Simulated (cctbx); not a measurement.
# Accept or mend?

Cell a = 5.7700 Å, b = 5.7700 Å, c = 9.3130 Å, α = 90.00°, β = 90.00°, γ = 120.00°; space group P6_3/mmc (no. 194). The compound is Y2Re3Te.

Simulated single-crystal data (cctbx): Mo Kα, λ = 0.71073 Å, to d = 0.84 Å, 95 % of the full sphere, strongest reflection 20000 counts, noise from counting, a 6 % proportional error and a noise floor of 2 counts (s.d.); no absorption, and some extinction, which the refinements don't model.

An anisotropic refinement with weights 1/σ² prints:

```text
Rint 0.048, 112 unique reflections to 0.84 A
cycle     R1     wR2    GooF  max shift (A)
   1  0.0250  0.0633   3.168   0.00060
   2  0.0151  0.0303   1.516   0.00000
final R1 0.0151 wR2 0.0303 GooF 1.516  parameters 9  data/parameter 12.4
atom        x        y        z      Ueq    occ   su(xyz)  su(Uiso or U11)
Re1    0.82609  0.17391  0.25000   0.0024  1.000  0.00003  0.0002
Sn1    0.00000  0.00000  0.50000  -0.0007  1.000  0.00000  0.0003  NPD
Y1     0.33333  0.66667  0.05591   0.0031  1.000  0.00011  0.0003
difference map: max 1.10 min -3.30 rms 0.38
Q1    0.0000  0.0000  0.1781    4    1.16  1.66 A from Sn1
Q2    0.1668  0.3335  0.0708   12    0.79  1.67 A from Y1
Q3    0.3333  0.6667  0.7080    4    0.69  1.64 A from Re1
Q4    0.3333  0.6667  0.5914    4    0.68  1.37 A from Y1
Q5    0.1655  0.5827  0.2500    6    0.65  1.99 A from Y1
Q6    0.0000  0.0000  0.0000    2    0.60  0.00 A from Sn1
```

Q: Accept it or mend it, and why?

Mend it. The fault: wrong element: Sn1 is Te. Against the right model at the same level, R1 goes from 0.0136 to 0.0151 and GooF from 1.29 to 1.52, U of Sn1 shrinks from 0.0021 to -0.0007 Å² and Sn1 goes non-positive-definite. Sn1 has 2 electrons too few and its U shrinks to make up, as expected (near an absorption edge f′ can widen the mismatch well beyond the difference in Z).

The compound is Y2Re3Te. The right model at the same level gives:

```text
Rint 0.048, 112 unique reflections to 0.84 A
cycle     R1     wR2    GooF  max shift (A)
   1  0.0160  0.0314   1.569   0.00019
   2  0.0136  0.0258   1.291   0.00000
final R1 0.0136 wR2 0.0258 GooF 1.291  parameters 9  data/parameter 12.4
atom        x        y        z      Ueq    occ   su(xyz)  su(Uiso or U11)
Re1    0.82608  0.17392  0.25000   0.0023  1.000  0.00002  0.0002
Te1    0.00000  0.00000  0.50000   0.0021  1.000  0.00000  0.0003
Y1     0.33333  0.66667  0.05595   0.0030  1.000  0.00009  0.0003
difference map: max 1.02 min -3.23 rms 0.37
Q1    0.0000  0.0000  0.1771    4    1.07  1.65 A from Te1
Q2    0.1670  0.3340  0.0715   12    0.79  1.67 A from Y1
Q3    0.3333  0.6667  0.7075    4    0.78  1.64 A from Re1
Q4    0.3333  0.6667  0.5934    4    0.67  1.39 A from Y1
Q5    0.1665  0.5832  0.2500    6    0.63  1.99 A from Y1
Q6    0.1619  0.4895  0.7500   12    0.54  0.85 A from Re1
```

This is a model crystal, built by substitution and not relaxed, with assumed displacement parameters.

[Middle refinement cycles are left out of these outputs.]

[Logs are printed without paths, hosts, clocks, repeated set-up lines and the standing remarks that a program may print on its own settings, such as how far it seeks lower states.]
